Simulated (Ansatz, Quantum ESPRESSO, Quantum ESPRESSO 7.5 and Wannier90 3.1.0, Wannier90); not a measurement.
## Ballistic channels from Wannier functions: straight Na chain, spacing 3.30 Å

Aim: a Wannier model and the conductance steps that follow from it, for this wire: straight Na chain, spacing 3.30 Å.

Calculated with Quantum ESPRESSO 7.5 and Wannier90 3.1.0; plane-wave DFT, PBE, PseudoDojo norm-conserving pseudopotentials (cross-check by Ansatz 0.2.0 with PAW datasets).

**1. The starting structure**

The cell holds 1 atom: 1 Na. Its edges and angles: a = 8.000 Å, b = 8.000 Å, c = 3.300 Å, α = 90.0°, β = 90.0°, γ = 90.0°. Vacuum lies along a and b. The structure's axis is c.

Coordinates:

```cif
data_structure
_symmetry_space_group_name_H-M 'P 1'
_symmetry_Int_Tables_number 1
_cell_length_a 8.0000
_cell_length_b 8.0000
_cell_length_c 3.3000
_cell_angle_alpha 90.000
_cell_angle_beta 90.000
_cell_angle_gamma 90.000
_cell_volume 211.20
loop_
_atom_site_label
_atom_site_type_symbol
_atom_site_fract_x
_atom_site_fract_y
_atom_site_fract_z
_atom_site_occupancy
Na1 Na 0.00000 0.00000 0.00000 1
```

**2. Self-consistent run**

The input, scf.in:

```
&control
  prefix = 'scf'
  outdir = './out'
  pseudo_dir = './pseudo'
  calculation = 'scf'
  tprnfor = .true.
/
&system
  ibrav = 0
  nat = 1
  ntyp = 1
  ecutwfc = 76
  ecutrho = 304
  occupations = 'smearing'
  smearing = 'mv'
  degauss = 0.005
/
&electrons
  conv_thr = 1e-07
  mixing_beta = 0.4
  electron_maxstep = 120
  mixing_mode = 'local-TF'
/
ATOMIC_SPECIES
  Na  22.9898  Na.dojo-sr-pbe-0.4.1-standard.upf
CELL_PARAMETERS angstrom
  8.00000000000000 0.00000000000000 0.00000000000000
  0.00000000000000 8.00000000000000 0.00000000000000
  0.00000000000000 0.00000000000000 3.30000000000000
ATOMIC_POSITIONS crystal
  Na  0.000000000000 0.000000000000 0.000000000000
K_POINTS automatic
  1 1 20 0 0 0
```

Started as:

```
$ OMP_NUM_THREADS=1 mpirun -n 2 pw.x -nk 1 -in scf.in > scf.out
```

What it wrote:

```text
Program PWSCF v.7.5 starts
[citation notice left out]

     Parallel version (MPI & OpenMP), running on       2 processor cores
     Number of MPI processes:                 2
     Threads/MPI process:                     1

     MPI processes distributed on     1 nodes
[...]
Current dimensions of program PWSCF are:
     Max number of different atomic species (ntypx) = 10
     Max number of k-points (npk) =  40000
     Max angular momentum in pseudopotentials (lmaxx) =  4
     Message from routine setup:
     using ibrav=0 with symmetry is DISCOURAGED, use correct ibrav instead

     R & G space division:  proc/nbgrp/npool/nimage =       2
     Subspace diagonalization in iterative solution of the eigenvalue problem:
     a serial algorithm will be used

     Parallelization info
     --------------------
     sticks:   dense  smooth     PW     G-vecs:    dense   smooth      PW
     Min        2756    2756    774                63796    63796    9419
     Max        2757    2757    775                63799    63799    9420
     Sum        5513    5513   1549               127595   127595   18839

     Using Slab Decomposition

     bravais-lattice index     =            0
     lattice parameter (alat)  =      15.1178  a.u.
     unit-cell volume          =    1425.2482 (a.u.)^3
     number of atoms/cell      =            1
     number of atomic types    =            1
     number of electrons       =         9.00
     number of Kohn-Sham states=            9
     kinetic-energy cutoff     =      76.0000  Ry
     charge density cutoff     =     304.0000  Ry
     scf convergence threshold =      1.0E-07
     mixing beta               =       0.4000
     number of iterations used =            8  local-TF  mixing
     Exchange-correlation= PBE
                           (   1   4   3   4   0   0   0)

     celldm(1)=  15.117809  celldm(2)=   0.000000  celldm(3)=   0.000000
     celldm(4)=   0.000000  celldm(5)=   0.000000  celldm(6)=   0.000000

     crystal axes: (cart. coord. in units of alat)
               a(1) = (   1.000000   0.000000   0.000000 )
               a(2) = (   0.000000   1.000000   0.000000 )
               a(3) = (   0.000000   0.000000   0.412500 )

     reciprocal axes: (cart. coord. in units 2 pi/alat)
               b(1) = (  1.000000  0.000000  0.000000 )
               b(2) = (  0.000000  1.000000  0.000000 )
               b(3) = (  0.000000  0.000000  2.424242 )

     PseudoPot. # 1 for Na read from file:
     ./pseudo/Na.dojo-sr-pbe-0.4.1-standard.upf
     Pseudo is Norm-conserving, Zval =  9.0
     Generated using ONCVPSP code by D. R. Hamann
     Using radial grid of 1992 points,  4 beta functions with:
                l(1) =   0
                l(2) =   0
                l(3) =   1
                l(4) =   1

     atomic species   valence    mass     pseudopotential
     Na                9.00    22.98980     Na( 1.00)

     16 Sym. Ops., with inversion, found

   Cartesian axes

     site n.     atom                  positions (alat units)
         1        Na     tau(   1) = (   0.0000000   0.0000000   0.0000000  )

     number of k points=    11  Marzari-Vanderbilt smearing, width (Ry)=  0.0050
                       cart. coord. in units 2pi/alat
        k(    1) = (   0.0000000   0.0000000   0.0000000), wk =   0.1000000
        k(    2) = (   0.0000000   0.0000000   0.1212121), wk =   0.2000000
        k(    3) = (   0.0000000   0.0000000   0.2424242), wk =   0.2000000
        k(    4) = (   0.0000000   0.0000000   0.3636364), wk =   0.2000000
        k(    5) = (   0.0000000   0.0000000   0.4848485), wk =   0.2000000
        k(    6) = (   0.0000000   0.0000000   0.6060606), wk =   0.2000000
        k(    7) = (   0.0000000   0.0000000   0.7272727), wk =   0.2000000
        k(    8) = (   0.0000000   0.0000000   0.8484848), wk =   0.2000000
        k(    9) = (   0.0000000   0.0000000   0.9696970), wk =   0.2000000
        k(   10) = (   0.0000000   0.0000000   1.0909091), wk =   0.2000000
        k(   11) = (   0.0000000   0.0000000  -1.2121212), wk =   0.1000000

     Dense  grid:   127595 G-vectors     FFT dimensions: (  90,  90,  36)

     Estimated max dynamical RAM per process >      78.45 MB

     Estimated total dynamical RAM >     156.90 MB

     Initial potential from superposition of free atoms

     starting charge       8.9937, renormalised to       9.0000

     negative rho (up, down):  1.963E-06 0.000E+00
     Starting wfcs are    5 randomized atomic wfcs +    4 random wfcs

     total cpu time spent up to now is        1.1 secs

     per-process dynamical memory:    42.6 Mb

     Self-consistent Calculation

     iteration #  1     ecut=    76.00 Ry     beta= 0.40
     Davidson diagonalization with overlap
     ethr =  1.00E-02,  avg # of iterations =  7.3

     Threshold (ethr) on eigenvalues was too large:
     Diagonalizing with lowered threshold

     Davidson diagonalization with overlap
     ethr =  8.81E-06,  avg # of iterations =  7.4

     total cpu time spent up to now is        8.7 secs

     total energy              =     -91.38928300 Ry
     estimated scf accuracy    <       0.00087818 Ry

     iteration #  2     ecut=    76.00 Ry     beta= 0.40
[...]
total energy              =     -91.38945610 Ry
     estimated scf accuracy    <       0.00052337 Ry

     iteration #  3     ecut=    76.00 Ry     beta= 0.40
[...]
total energy              =     -91.38952524 Ry
     estimated scf accuracy    <       0.00002616 Ry

     iteration #  4     ecut=    76.00 Ry     beta= 0.40
[...]
total energy              =     -91.38953041 Ry
     estimated scf accuracy    <       0.00000865 Ry

     iteration #  5     ecut=    76.00 Ry     beta= 0.40
[...]
total energy              =     -91.38952916 Ry
     estimated scf accuracy    <       0.00000581 Ry

     iteration #  6     ecut=    76.00 Ry     beta= 0.40
[...]
total energy              =     -91.38953001 Ry
     estimated scf accuracy    <       0.00000019 Ry

     iteration #  7     ecut=    76.00 Ry     beta= 0.40
[...]
End of self-consistent calculation

          k = 0.0000 0.0000 0.0000 ( 15953 PWs)   bands (ev):

   -55.7185 -27.6423 -27.6423 -27.6078  -3.1354  -0.2382  -0.2382   0.4908
     1.0068

          k = 0.0000 0.0000 0.1212 ( 15937 PWs)   bands (ev):

   -55.7184 -27.6421 -27.6421 -27.6093  -3.1000  -0.2050  -0.2050   0.5252
     1.0413

          k = 0.0000 0.0000 0.2424 ( 15945 PWs)   bands (ev):

   -55.7181 -27.6417 -27.6417 -27.6137  -2.9938  -0.1055  -0.1055   0.6281
     1.1449

          k = 0.0000 0.0000 0.3636 ( 15901 PWs)   bands (ev):

   -55.7178 -27.6409 -27.6409 -27.6206  -2.8176   0.0604   0.0604   0.7987
     1.3174

          k = 0.0000 0.0000 0.4848 ( 15901 PWs)   bands (ev):

   -55.7173 -27.6400 -27.6400 -27.6292  -2.5721   0.2927   0.2927   1.0355
     1.5590

          k = 0.0000 0.0000 0.6061 ( 15977 PWs)   bands (ev):

   -55.7168 -27.6391 -27.6391 -27.6389  -2.2588   0.5914   0.5915   1.3342
     1.8695

[...]
the Fermi energy is    -2.2493 ev

!    total energy              =     -91.38952999 Ry
     estimated scf accuracy    <       0.00000008 Ry
     smearing contrib. (-TS)   =      -0.00016409 Ry
     internal energy E=F+TS    =     -91.38936590 Ry

     The total energy is F=E-TS. E is the sum of the following terms:
     one-electron contribution =    -124.49944976 Ry
     hartree contribution      =      60.81076926 Ry
     xc contribution           =     -13.64813611 Ry
     ewald contribution        =     -14.05254929 Ry

     convergence has been achieved in   7 iterations

     Forces acting on atoms (cartesian axes, Ry/au):

     atom    1 type  1   force =     0.00000000    0.00000000    0.00000000

     Total force =     0.000000     Total SCF correction =     0.000000

[...]
=------------------------------------------------------------------------------=
   JOB DONE.
=------------------------------------------------------------------------------=
```

The job ended after 23 s (2 MPI ranks of Arm Neoverse N1, shared host; peak memory 0.22 GiB; 46 s of CPU time).

This step gave:

- free energy: -1243.4179 eV
- Fermi energy: -2.249 eV

The program's own clock; routines nest. Time by routine:

```
  routine  wall time (s)  calls
    PWSCF          22.53      1
electrons          21.34      1
  c_bands          14.93      8
  cegterg          14.72     88
     fftw          14.72   5260
    h_psi             14    375
 vloc_psi          13.61    375
  mix_rho           3.09      8
 sum_band           2.69      8
     ffts           1.77    450
 init_run           1.04      1
  wfcinit           0.74      1
 v_of_rho           0.71      8
      fft           0.36     82
```

The run needed 7 iterations to bring the estimated error under 1e-07 Ry.

**3. Full uniform mesh without symmetry**

Wannier90 needs the states on a whole uniform mesh, listed point by point, without symmetry.

The input, nscf.in:

```
&control
  prefix = 'nscf'
  outdir = './out'
  pseudo_dir = './pseudo'
  calculation = 'nscf'
/
&system
  ibrav = 0
  nat = 1
  ntyp = 1
  ecutwfc = 76
  ecutrho = 304
  occupations = 'smearing'
  smearing = 'mv'
  degauss = 0.005
  nosym = .true.
  noinv = .true.
  nbnd = 11
/
&electrons
  conv_thr = 1e-09
  mixing_beta = 0.4
  electron_maxstep = 120
  mixing_mode = 'local-TF'
  diago_full_acc = .true.
/
ATOMIC_SPECIES
  Na  22.9898  Na.dojo-sr-pbe-0.4.1-standard.upf
CELL_PARAMETERS angstrom
  8.00000000000000 0.00000000000000 0.00000000000000
  0.00000000000000 8.00000000000000 0.00000000000000
  0.00000000000000 0.00000000000000 3.30000000000000
ATOMIC_POSITIONS crystal
  Na  0.000000000000 0.000000000000 0.000000000000
K_POINTS crystal
10
  0.0000000000 0.0000000000 0.0000000000 0.1
  0.0000000000 0.0000000000 0.1000000000 0.1
  0.0000000000 0.0000000000 0.2000000000 0.1
  0.0000000000 0.0000000000 0.3000000000 0.1
  0.0000000000 0.0000000000 0.4000000000 0.1
  0.0000000000 0.0000000000 0.5000000000 0.1
  0.0000000000 0.0000000000 0.6000000000 0.1
  0.0000000000 0.0000000000 0.7000000000 0.1
  0.0000000000 0.0000000000 0.8000000000 0.1
  0.0000000000 0.0000000000 0.9000000000 0.1
```

Started as:

```
$ cp -r out/scf.save out/nscf.save
$ cp out/scf.xml out/nscf.xml
$ OMP_NUM_THREADS=1 mpirun -n 2 pw.x -nk 1 -in nscf.in > nscf.out
```

What it wrote:

```text
[banner, memory and clock lines left out]
Program PWSCF v.7.5 starts
[citation notice left out]

[...]
bravais-lattice index     =            0
     lattice parameter (alat)  =      15.1178  a.u.
     unit-cell volume          =    1425.2482 (a.u.)^3
     number of atoms/cell      =            1
     number of atomic types    =            1
     number of electrons       =         9.00
     number of Kohn-Sham states=           11
     kinetic-energy cutoff     =      76.0000  Ry
     charge density cutoff     =     304.0000  Ry
     Exchange-correlation= PBE
                           (   1   4   3   4   0   0   0)

[...]
PseudoPot. # 1 for Na read from file:
     ./pseudo/Na.dojo-sr-pbe-0.4.1-standard.upf
     Pseudo is Norm-conserving, Zval =  9.0
     Generated using ONCVPSP code by D. R. Hamann
     Using radial grid of 1992 points,  4 beta functions with:
                l(1) =   0
                l(2) =   0
                l(3) =   1
                l(4) =   1

     atomic species   valence    mass     pseudopotential
     Na                9.00    22.98980     Na( 1.00)

     No symmetry found

[...]
number of k points=    10  Marzari-Vanderbilt smearing, width (Ry)=  0.0050
[...]
Dense  grid:   127595 G-vectors     FFT dimensions: (  90,  90,  36)

     The potential is recalculated from file :
     ./out/nscf.save/charge-density

     Starting wfcs are    5 randomized atomic wfcs +    6 random wfcs

     Band Structure Calculation
     Davidson diagonalization with overlap

     ethr =  1.11E-11,  avg # of iterations = 49.8

     End of band structure calculation

          k = 0.0000 0.0000 0.0000 ( 15953 PWs)   bands (ev):

   -55.7134 -27.6379 -27.6379 -27.6035  -3.1352  -0.2378  -0.2378   0.4905
     1.0053   2.6594   3.1935

          k = 0.0000 0.0000 0.2424 ( 15945 PWs)   bands (ev):

   -55.7130 -27.6373 -27.6373 -27.6095  -2.9936  -0.1051  -0.1051   0.6278
     1.1433   2.7972   3.3296

[...]
the Fermi energy is    -2.2314 ev
     (compare with:    -2.2493 eV, computed in scf)

[...]
```

Run time: 24 s. Hardware: 2 MPI ranks; peak memory 0.13 GiB; 47 s of CPU time.

Read from the output:

```
Fermi energy : -2.231 eV
```

The program's own clock; routines nest. Time by routine:

```
     routine  wall time (s)  calls
       PWSCF          23.05      1
   electrons          22.73      1
     c_bands          22.73      1
     cegterg          21.94     30
       h_psi          19.63    538
    vloc_psi          19.09    538
        fftw          17.63   6200
h_psi:calbec           0.24    538
      calbec           0.24    538
    init_run           0.23      1
  add_vuspsi           0.21    538
       g_psi           0.18    498
     potinit           0.11      1
    v_of_rho            0.1      1
```

(Part 1 of 5 ends here.)

[Logs are printed without paths, hosts, clocks, repeated set-up lines and the standing remarks that a program may print on its own settings, such as how far it seeks lower states.]

[Hosts, paths, dates, database ids (printed as entryN), source tags and the programs' standing remarks are cut or masked in the printed files.]

[Maps of the electrostatic potential energy from Ansatz leave out the sawtooth potential of an applied field or a dipole correction, so their vacuum need not be flat; planar profiles and work functions include it.]
